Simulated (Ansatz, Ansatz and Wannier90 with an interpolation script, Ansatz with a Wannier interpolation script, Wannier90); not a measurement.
Planning a run of Ansatz 0.2.0 on BN (Qingsongite). The input:

```yaml
crystal:
  lattice:
    - [-1.2717050324, -0.7342192444, 2.0885474879]
    - [1.2717050324, -0.7342192444, 2.0885474879]
    - [0.0, 1.4684384839, 2.0885474896]
  atoms:
    - { symbol: B, position: [-3.48365e-05, -3.48365e-05, -3.48365e-05] }
    - { symbol: "N", position: [0.7500348365, 0.7500348365, 0.7500348365] }
kpoints:
  mp_grid: { grid: [8, 8, 8] }
hamiltonian:
  xc: lda
scf:
  occupations: { method: fixed }
gw:
  n_empty_bands: 48
  ecut_chi: 150.0
  qp_bands: [v4, c1]
  screening: { model: contour_deformation }
```

```sh
ansatz run input.yaml --threads 8 --pin off --max-ram 18432MiB --backend cpu --events-out ev --progress --plain --runs-dir out
```

Question: How long will it take on 8 threads of AMD EPYC 9B45 (Zen 5), shared host, and how much memory?

It took 21 s; on shared hardware allow 10 s to 41 s. Peak host memory was 0.38 GiB. The sizes that set the cost: 259 plane waves a state, 65 irreducible k points, 52 bands summed, 59 plane waves in the screening and 6 SCF cycles.

The screening grows as filled bands × empty bands × pairs of k points, times the square of the screening basis for the matrix.

[Paths, hosts, dates, memory and timing lines, banners, echoed tables and standing remarks are left out of the program output.]

[Logs are printed without paths, hosts, clocks, repeated set-up lines and the standing remarks that a program may print on its own settings, such as how far it seeks lower states.]

[Runs of the session that timed out or met a known fault of the program may be left out.]

[Hosts, paths, dates, database ids (printed as entryN), source tags and the programs' standing remarks are cut or masked in the printed files.]
